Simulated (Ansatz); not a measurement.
# P on Ir(111): change of the work function, part 2 of 4

Wanted: Δφ(θ) for P/Ir(111), starting from the fcc site.

Ansatz 0.2.0; plane-wave DFT, PBE, Ansatz PAW.

So far, work function, upper face (eV): step 2 (the clean slab) 5.49.

**3. The covered slab, k-mesh 4×4×1, coverage 0.111 ML**

System of this step: PIr36 (P/Ir(111)). The cell holds 37 atoms: 36 Ir and 1 P. Cell: a = 8.146 Å, b = 8.146 Å, c = 26.652 Å, α = 90.0°, β = 90.0°, γ = 60.0°. Vacuum lies along c.

The clean slab as it ended is repeated in the plane and the adsorbate is set on one face; the cell's size fixes the coverage, and the k-mesh shrinks with it to keep the sampling density about even. Adsorbate and upper layers relax, since the dipole depends on the height.

Input file input.yaml:

```yaml
crystal:
  lattice:
    - [8.1458701194, 0.0, 0.0]
    - [4.0729350597, 7.0545304593, 0.0]
    - [0.0, 0.0, 26.6520524233]
  atoms:
    - { symbol: Ir, position: [0.0, 0.0, 0.3376850629] }
    - { symbol: Ir, position: [0.1111111111, 0.1111111111, 0.4208690894] }
    - { symbol: Ir, position: [0.2222222222, 0.2222222222, 0.5039562787] }
    - { symbol: Ir, position: [0.0, 0.0, 0.5866446096] }
    - { symbol: Ir, position: [0.0, 0.3333333333, 0.3376850629] }
    - { symbol: Ir, position: [0.1111111111, 0.4444444444, 0.4208690894] }
    - { symbol: Ir, position: [0.2222222222, 0.5555555556, 0.5039562787] }
    - { symbol: Ir, position: [0.0, 0.3333333333, 0.5866446096] }
    - { symbol: Ir, position: [0.0, 0.6666666667, 0.3376850629] }
    - { symbol: Ir, position: [0.1111111111, 0.7777777778, 0.4208690894] }
    - { symbol: Ir, position: [0.2222222222, 0.8888888889, 0.5039562787] }
    - { symbol: Ir, position: [0.0, 0.6666666667, 0.5866446096] }
    - { symbol: Ir, position: [0.3333333333, 0.0, 0.3376850629] }
    - { symbol: Ir, position: [0.4444444444, 0.1111111111, 0.4208690894] }
    - { symbol: Ir, position: [0.5555555556, 0.2222222222, 0.5039562787] }
    - { symbol: Ir, position: [0.3333333333, 0.0, 0.5866446096] }
    - { symbol: Ir, position: [0.3333333333, 0.3333333333, 0.3376850629] }
    - { symbol: Ir, position: [0.4444444444, 0.4444444444, 0.4208690894] }
    - { symbol: Ir, position: [0.5555555556, 0.5555555556, 0.5039562787] }
    - { symbol: Ir, position: [0.3333333333, 0.3333333333, 0.5866446096] }
    - { symbol: Ir, position: [0.3333333333, 0.6666666667, 0.3376850629] }
    - { symbol: Ir, position: [0.4444444444, 0.7777777778, 0.4208690894] }
    - { symbol: Ir, position: [0.5555555556, 0.8888888889, 0.5039562787] }
    - { symbol: Ir, position: [0.3333333333, 0.6666666667, 0.5866446096] }
    - { symbol: Ir, position: [0.6666666667, 0.0, 0.3376850629] }
    - { symbol: Ir, position: [0.7777777778, 0.1111111111, 0.4208690894] }
    - { symbol: Ir, position: [0.8888888889, 0.2222222222, 0.5039562787] }
    - { symbol: Ir, position: [0.6666666667, 0.0, 0.5866446096] }
    - { symbol: Ir, position: [0.6666666667, 0.3333333333, 0.3376850629] }
    - { symbol: Ir, position: [0.7777777778, 0.4444444444, 0.4208690894] }
    - { symbol: Ir, position: [0.8888888889, 0.5555555556, 0.5039562787] }
    - { symbol: Ir, position: [0.6666666667, 0.3333333333, 0.5866446096] }
    - { symbol: Ir, position: [0.6666666667, 0.6666666667, 0.3376850629] }
    - { symbol: Ir, position: [0.7777777778, 0.7777777778, 0.4208690894] }
    - { symbol: Ir, position: [0.8888888889, 0.8888888889, 0.5039562787] }
    - { symbol: Ir, position: [0.6666666667, 0.6666666667, 0.5866446096] }
    - { symbol: P, position: [0.1111111111, 0.1111111111, 0.6623149371] }
kpoints:
  mp_grid: { grid: [4, 4, 1] }
hamiltonian:
  xc: pbe
scf:
  occupations: { method: fermi_dirac, width: 0.1 }
  convergence: { dr2_threshold: 1.0e-08 }
efield:
  axis: 3
  dipole_correction: true
  ramp_position: 0.97
  ramp_width: 0.06
relax:
  f_tol: 0.02
  max_steps: 60
  constraints:
    - { sites: [0, 1, 4, 5, 8, 9, 12, 13, 16, 17, 20, 21, 24, 25, 28, 29, 32, 33] }
output:
  write_potential: true
  write_density: true
  volumetric_format: npy
```

Launch:

```bash
$ ansatz run input.yaml --threads 4 --pin off --max-ram 16384MiB --backend cpu --events-out ev --progress --plain --runs-dir out
```

The program printed:

```text
[...]
Crystal: 37 atoms, lattice volume = 1531.568 Å³
Basis set: ecut = 420 eV, 29999 PW (Γ), exchange–correlation on 120×120×360 points (8 copies of the dense FFT grid, shifted against one another)
Bands: 371, of which v1, the nominal top of the filled ones, is band 309 counted from 1 (308 counted from 0)
Symmetry: 6 space group operations
[...]
k-points: 4 of 16 (time reversal used)
[...]
SCF iter   1: F=—  HF=-430412.803784 eV  |F-HF|=—  |Δ(HF+E_count)|=         —  Δρ=7.26e-3  dr2=7.27e0  ethr=1.77e-3  p=0.136 e·Å  D=1.61e-2 V/Å  ΔV_dip=-0.43 eV  dr2_dipole=1.27e0  V_vac-E_F(+/−)=4.81/5.24 eV  ⟨swp⟩=7.2  Hψ=6245  notcnv=0  defer=48
[...]
SCF iter  10: F=-430412.665330 eV  HF=-430412.665330 eV  |F-HF|=4.03e-8  |Δ(HF+E_count)|=   1.59e-7  Δρ=3.97e-7  dr2=3.80e-9  ethr=1.62e-12  p=0.068 e·Å  D=8.04e-3 V/Å  ΔV_dip=-0.21 eV  dr2_dipole=1.66e-10  V_vac-E_F(+/−)=5.28/5.50 eV  ⟨swp⟩=10.2  Hψ=10745  notcnv=0
SCF 1 converged in 10 iterations: F = -430412.665330 eV  dr2 = 3.80e-9
[...]
relax step   1: F+E_penalty+E_count = -430412.66533046 eV  Δ(F+E_penalty+E_count) = +0.000e0 eV  max|allowed force component| = 3.469e0 eV/Å  Δτ_max = 0.0000 Å  (10 SCF iters, accepted)
[...]
SCF iter  10: F=-430413.381725 eV  HF=-430413.381725 eV  |F-HF|=2.98e-8  |Δ(HF+E_count)|=   7.60e-8  Δρ=2.09e-7  dr2=1.16e-9  ethr=1.62e-12  p=0.049 e·Å  D=5.79e-3 V/Å  ΔV_dip=-0.15 eV  dr2_dipole=1.67e-15  V_vac-E_F(+/−)=5.34/5.50 eV  ⟨swp⟩=9.8  Hψ=9612  notcnv=0
SCF 2 converged in 10 iterations: F = -430413.381725 eV  dr2 = 1.16e-9
[...]
relax step   2: F+E_penalty+E_count = -430413.38172473 eV  Δ(F+E_penalty+E_count) = -7.164e-1 eV  max|allowed force component| = 8.795e-1 eV/Å  Δτ_max = 0.1949 Å  (10 SCF iters, accepted)
SCF iter   1: F=—  HF=-430413.423532 eV  |F-HF|=—  |Δ(HF+E_count)|=         —  Δρ=1.42e-3  dr2=7.08e-2  ethr=1.84e-4  p=0.049 e·Å  D=5.79e-3 V/Å  ΔV_dip=-0.15 eV  dr2_dipole=1.25e-2  V_vac-E_F(+/−)=5.35/5.50 eV  ⟨swp⟩=3.5  Hψ=3457  notcnv=0  defer=70
[...]
SCF iter   8: F=-430413.420727 eV  HF=-430413.420727 eV  |F-HF|=7.99e-8  |Δ(HF+E_count)|=   6.88e-7  Δρ=7.33e-7  dr2=8.52e-9  ethr=1.62e-12  p=0.042 e·Å  D=5.00e-3 V/Å  ΔV_dip=-0.13 eV  dr2_dipole=1.28e-10  V_vac-E_F(+/−)=5.36/5.49 eV  ⟨swp⟩=10.5  Hψ=10840  notcnv=0
SCF 3 converged in 8 iterations: F = -430413.420727 eV  dr2 = 8.52e-9
[...]
relax step   3: F+E_penalty+E_count = -430413.42072703 eV  Δ(F+E_penalty+E_count) = -3.900e-2 eV  max|allowed force component| = 1.082e-1 eV/Å  Δτ_max = 0.0691 Å  (8 SCF iters, accepted)
SCF iter   1: F=—  HF=-430413.422174 eV  |F-HF|=—  |Δ(HF+E_count)|=         —  Δρ=5.23e-4  dr2=3.64e-3  ethr=1.70e-5  p=0.042 e·Å  D=5.00e-3 V/Å  ΔV_dip=-0.13 eV  dr2_dipole=4.83e-4  V_vac-E_F(+/−)=5.36/5.49 eV  ⟨swp⟩=2.2  Hψ=2580  notcnv=0  defer=70
[...]
SCF iter   8: F=-430413.423099 eV  HF=-430413.423099 eV  |F-HF|=1.79e-8  |Δ(HF+E_count)|=   3.93e-8  Δρ=3.40e-7  dr2=4.05e-9  ethr=1.62e-12  p=0.043 e·Å  D=5.06e-3 V/Å  ΔV_dip=-0.13 eV  dr2_dipole=2.33e-10  V_vac-E_F(+/−)=5.36/5.50 eV  ⟨swp⟩=10.0  Hψ=10376  notcnv=0
SCF 4 converged in 8 iterations: F = -430413.423099 eV  dr2 = 4.05e-9
relax step   4: F+E_penalty+E_count = -430413.42309929 eV  Δ(F+E_penalty+E_count) = -2.372e-3 eV  max|allowed force component| = 1.982e-2 eV/Å  Δτ_max = 0.0157 Å  (8 SCF iters, accepted)
NSCF: frozen V_eff on 4 k-points
[...]
SCF converged after 8 iterations
Free energy (F): -430413.423099 eV
[...]
Internal energy: -430412.173007 eV  (E = F + TS)
E sigma→0 (E₀):  -430412.798053 eV
Entropy (-TS):   -1.250093 eV (-33.786 meV/atom)
Fermi energy:    5.078376 eV
Dipole field:    D = 0.005068 V/Å  (p = 0.042899 e·Å, saw-weighted, corrected)
Work function:   Φ+ = 5.3602 eV   Φ− = 5.4953 eV
[...]
--- Forces (eV/Å), atoms counted from 1 ---
  atom   1  Ir     0.06274238     0.03622433     0.12396827
  atom   2  Ir     0.00000000    -0.00000000     0.00734003
  atom   3  Ir    -0.00784118    -0.00452711    -0.01619160
  atom   4  Ir     0.00741784     0.00428269    -0.01981668
  atom   5  Ir     0.00000000    -0.07244866     0.12396827
  atom   6  Ir     0.01274343    -0.03173517    -0.03708681
  atom   7  Ir    -0.01240612     0.00716268    -0.01349374
  atom   8  Ir    -0.00000000    -0.00856539    -0.01981668
  atom   9  Ir    -0.00937332     0.00541169     0.26172174
  atom  10  Ir     0.03385517     0.00483145    -0.03708681
  atom  11  Ir    -0.00000000     0.00905421    -0.01619160
  atom  12  Ir     0.00279611    -0.00161433    -0.00720902
  atom  13  Ir    -0.06274238     0.03622433     0.12396827
  atom  14  Ir    -0.02111175     0.02690372    -0.03708681
  atom  15  Ir    -0.00000000    -0.01432536    -0.01349374
  atom  16  Ir    -0.00741784     0.00428269    -0.01981668
  atom  17  Ir     0.01207332     0.00697053     0.07237493
  atom  18  Ir     0.00000000    -0.00000000    -0.17958865
  atom  19  Ir     0.01240612     0.00716268    -0.01349374
  atom  20  Ir    -0.01216619    -0.00702415     0.00742225
  atom  21  Ir     0.00000000    -0.01394107     0.07237493
  atom  22  Ir    -0.03385517     0.00483145    -0.03708681
  atom  23  Ir    -0.00057920     0.00033440    -0.01194246
  atom  24  Ir    -0.00000000     0.01404830     0.00742225
  atom  25  Ir     0.00000000    -0.01082337     0.26172174
  atom  26  Ir     0.02111175     0.02690372    -0.03708681
  atom  27  Ir     0.00784118    -0.00452711    -0.01619160
  atom  28  Ir    -0.00000000     0.00322867    -0.00720902
  atom  29  Ir    -0.01207332     0.00697053     0.07237493
  atom  30  Ir    -0.01274343    -0.03173517    -0.03708681
  atom  31  Ir    -0.00000000    -0.00066880    -0.01194246
  atom  32  Ir     0.01216619    -0.00702415     0.00742225
  atom  33  Ir     0.00937332     0.00541169     0.26172174
  atom  34  Ir     0.00000000    -0.00000000    -0.80060864
  atom  35  Ir     0.00057920     0.00033440    -0.01194246
  atom  36  Ir    -0.00279611    -0.00161433    -0.00720902
  atom  37  P      0.00000000    -0.00000000     0.00486532
  max |Σ_I F_I| component: 1.17e-5 eV/Å
--- Band table (eV) ---
  k-point 0: bands = [... 305 lower, 4.8379, 4.8648, 4.9278, 4.9278, 5.0056, 5.0717, 5.0717, 5.1010, ... 58 higher]
  k-point 1: bands = [... 305 lower, 4.8739, 4.9008, 5.0648, 5.1126, 5.1187, 5.1422, 5.1752, 5.2425, ... 58 higher]
  k-point 2: bands = [... 305 lower, 4.9558, 4.9923, 5.0646, 5.1178, 5.1382, 5.1870, 5.2386, 5.2390, ... 58 higher]
  k-point 3: bands = [... 305 lower, 4.8850, 5.0407, 5.1216, 5.1814, 5.2756, 5.3429, 5.3662, 5.4105, ... 58 higher]
--- Relaxed structure (4 steps of the walk, 4 accepted, 0 SCFs on fresh bases) ---
  F+E_penalty+E_count = -430413.42309929 eV   max|allowed force component| = 1.982e-2 eV/Å
  atoms:
    - { symbol: Ir, position: [1.111111e-11, 1.111111e-11, 0.3376850629] }
    - { symbol: Ir, position: [0.111111, 0.111111, 0.420869] }
    - { symbol: Ir, position: [0.221416, 0.221416, 0.504616] }
    - { symbol: Ir, position: [-0.00237013, -0.00237013, 0.590346] }
    - { symbol: Ir, position: [1.111108e-11, 0.333333, 0.3376850629] }
    - { symbol: Ir, position: [0.111111, 0.444444, 0.420869] }
    - { symbol: Ir, position: [0.221748, 0.555793, 0.504121] }
    - { symbol: Ir, position: [-0.00237013, 0.338074, 0.590346] }
    - { symbol: Ir, position: [-2.222222e-11, 0.666667, 0.3376850629] }
    - { symbol: Ir, position: [0.111111, 0.777778, 0.420869] }
    - { symbol: Ir, position: [0.221416, 0.890502, 0.504616] }
    - { symbol: Ir, position: [-0.000570329, 0.666952, 0.586174] }
    - { symbol: Ir, position: [0.333333, 1.111111e-11, 0.3376850629] }
    - { symbol: Ir, position: [0.444444, 0.111111, 0.420869] }
    - { symbol: Ir, position: [0.555793, 0.221748, 0.504121] }
    - { symbol: Ir, position: [0.338074, -0.00237013, 0.590346] }
    - { symbol: Ir, position: [0.333333, 0.333333, 0.3376850629] }
    - { symbol: Ir, position: [0.444444, 0.444444, 0.420869] }
    - { symbol: Ir, position: [0.555793, 0.555793, 0.504121] }
    - { symbol: Ir, position: [0.335693, 0.335693, 0.586687] }
    - { symbol: Ir, position: [0.333333, 0.666667, 0.3376850629] }
    - { symbol: Ir, position: [0.444444, 0.777778, 0.420869] }
    - { symbol: Ir, position: [0.556507, 0.888413, 0.503398] }
    - { symbol: Ir, position: [0.335693, 0.661947, 0.586687] }
    - { symbol: Ir, position: [0.666667, -2.222220e-11, 0.3376850629] }
    - { symbol: Ir, position: [0.777778, 0.111111, 0.420869] }
    - { symbol: Ir, position: [0.890502, 0.221416, 0.504616] }
    - { symbol: Ir, position: [0.666952, -0.000570329, 0.586174] }
    - { symbol: Ir, position: [0.666667, 0.333333, 0.3376850629] }
    - { symbol: Ir, position: [0.777778, 0.444444, 0.420869] }
    - { symbol: Ir, position: [0.888413, 0.556507, 0.503398] }
    - { symbol: Ir, position: [0.661947, 0.335693, 0.586687] }
    - { symbol: Ir, position: [0.666667, 0.666667, 0.3376850629] }
    - { symbol: Ir, position: [0.777778, 0.777778, 0.420869] }
    - { symbol: Ir, position: [0.888413, 0.888413, 0.503398] }
    - { symbol: Ir, position: [0.666952, 0.666952, 0.586174] }
    - { symbol: P, position: [0.111111, 0.111111, 0.652997] }
```

Run time: 6.7 min. Hardware: 4 threads of Arm Neoverse V2, shared host; peak memory 9.5 GiB; 20 min of CPU time.

Relaxation path:

| step | energy less that of the first step (eV) | largest force component (eV/Å) |
| --- | --- | --- |
| 1 | 0.0000 | 3.4687 |
| 2 | -0.7164 | 0.8795 |
| 3 | -0.7554 | 0.1082 |
| 4 | -0.7578 | 0.0198 |

The run keeps the 6 symmetry operations that the program found, so distortions that break them were not tested.

The atoms that moved most (Å):

| atom | dx | dy | dz | length |
| --- | --- | --- | --- | --- |
| P37 | 0.000 | 0.000 | -0.248 | 0.248 |
| Ir8 | 0.000 | 0.033 | 0.099 | 0.104 |
| Ir4 | -0.029 | -0.017 | 0.099 | 0.104 |
| Ir16 | 0.029 | -0.017 | 0.099 | 0.104 |
| Ir32 | -0.029 | 0.017 | 0.001 | 0.033 |
| Ir24 | 0.000 | -0.033 | 0.001 | 0.033 |
| Ir20 | 0.029 | 0.017 | 0.001 | 0.033 |
| Ir11 | 0.000 | 0.011 | 0.018 | 0.021 |

Final coordinates:

```xyz
37
Lattice="8.1459 0.0000 0.0000 4.0729 7.0545 0.0000 0.0000 0.0000 26.6521" Properties=species:S:1:pos:R:3
Ir    0.0000    0.0000    9.0000
Ir    1.3576    0.7838   11.2170
Ir    2.7054    1.5620   13.4491
Ir   -0.0290   -0.0167   15.7339
Ir    1.3576    2.3515    9.0000
Ir    2.7153    3.1353   11.2170
Ir    4.0700    3.9209   13.4359
Ir    1.3576    2.3850   15.7339
Ir    2.7153    4.7030    9.0000
Ir    4.0729    5.4869   11.2170
Ir    5.4306    6.2821   13.4491
Ir    2.7118    4.7050   15.6227
Ir    2.7153    0.0000    9.0000
Ir    4.0729    0.7838   11.2170
Ir    5.4306    1.5643   13.4359
Ir    2.7443   -0.0167   15.7339
Ir    4.0729    2.3515    9.0000
Ir    5.4306    3.1353   11.2170
Ir    6.7911    3.9209   13.4359
Ir    4.1018    2.3682   15.6364
Ir    5.4306    4.7030    9.0000
Ir    6.7882    5.4869   11.2170
Ir    8.1517    6.2673   13.4166
Ir    5.4306    4.6697   15.6364
Ir    5.4306    0.0000    9.0000
Ir    6.7882    0.7838   11.2170
Ir    8.1557    1.5620   13.4491
Ir    5.4306   -0.0040   15.6227
Ir    6.7882    2.3515    9.0000
Ir    8.1459    3.1353   11.2170
Ir    9.5035    3.9259   13.4166
Ir    6.7594    2.3682   15.6364
Ir    8.1459    4.7030    9.0000
Ir    9.5035    5.4869   11.2170
Ir   10.8554    6.2673   13.4166
Ir    8.1494    4.7050   15.6227
P     1.3576    0.7838   17.4037
```

This step gave:

```
energy at zero smearing        : -430412.7981 eV
work function, upper face      : 5.360 eV
work function, lower face      : 5.495 eV
dipole along the normal        : 0.04290 e·Å
step between the vacuum levels : -0.1351 eV
```

Running mean over 2.217 Å of the planar mean; the ramp of the sawtooth is left out. The electron's electrostatic potential energy less the Fermi level by z:

| z (Å) | electron's electrostatic potential energy less the Fermi level (eV) |
| --- | --- |
| 4 | 5.49 |
| 5 | 5.49 |
| 6 | 5.42 |
| 7 | 4.26 |
| 8 | -5.50 |
| 9 | -12.7 |
| 10 | -13.3 |
| 11 | -13.5 |
| 12 | -13.6 |
| 13 | -13.5 |
| 14 | -13.4 |
| 15 | -13.1 |
| 16 | -12.2 |
| 17 | -2.43 |
| 18 | 3.69 |
| 19 | 5.06 |
| 20 | 5.34 |
| 21 | 5.36 |
| 22 | 5.36 |
| 23 | 5.36 |

The relaxation took 4 steps and lowered the energy by 0.76 eV; the largest force on the free atoms ends at 0.020 eV/Å.

The covered face has 5.36 eV, -0.13 eV against the clean one; the bare back face has moved by +0.00 eV, a measure of how thin the slab is.

(Part 2 of 4 ends here.)

[Long decimals in the printed logs are rounded to 6 places.]

[Logs are printed without paths, hosts, clocks, repeated set-up lines and the standing remarks that a program may print on its own settings, such as how far it seeks lower states.]

[Hosts, paths, dates, database ids (printed as entryN), source tags and the programs' standing remarks are cut or masked in the printed files.]

[Maps of the electrostatic potential energy from Ansatz leave out the sawtooth potential of an applied field or a dipole correction, so their vacuum need not be flat; planar profiles and work functions include it.]
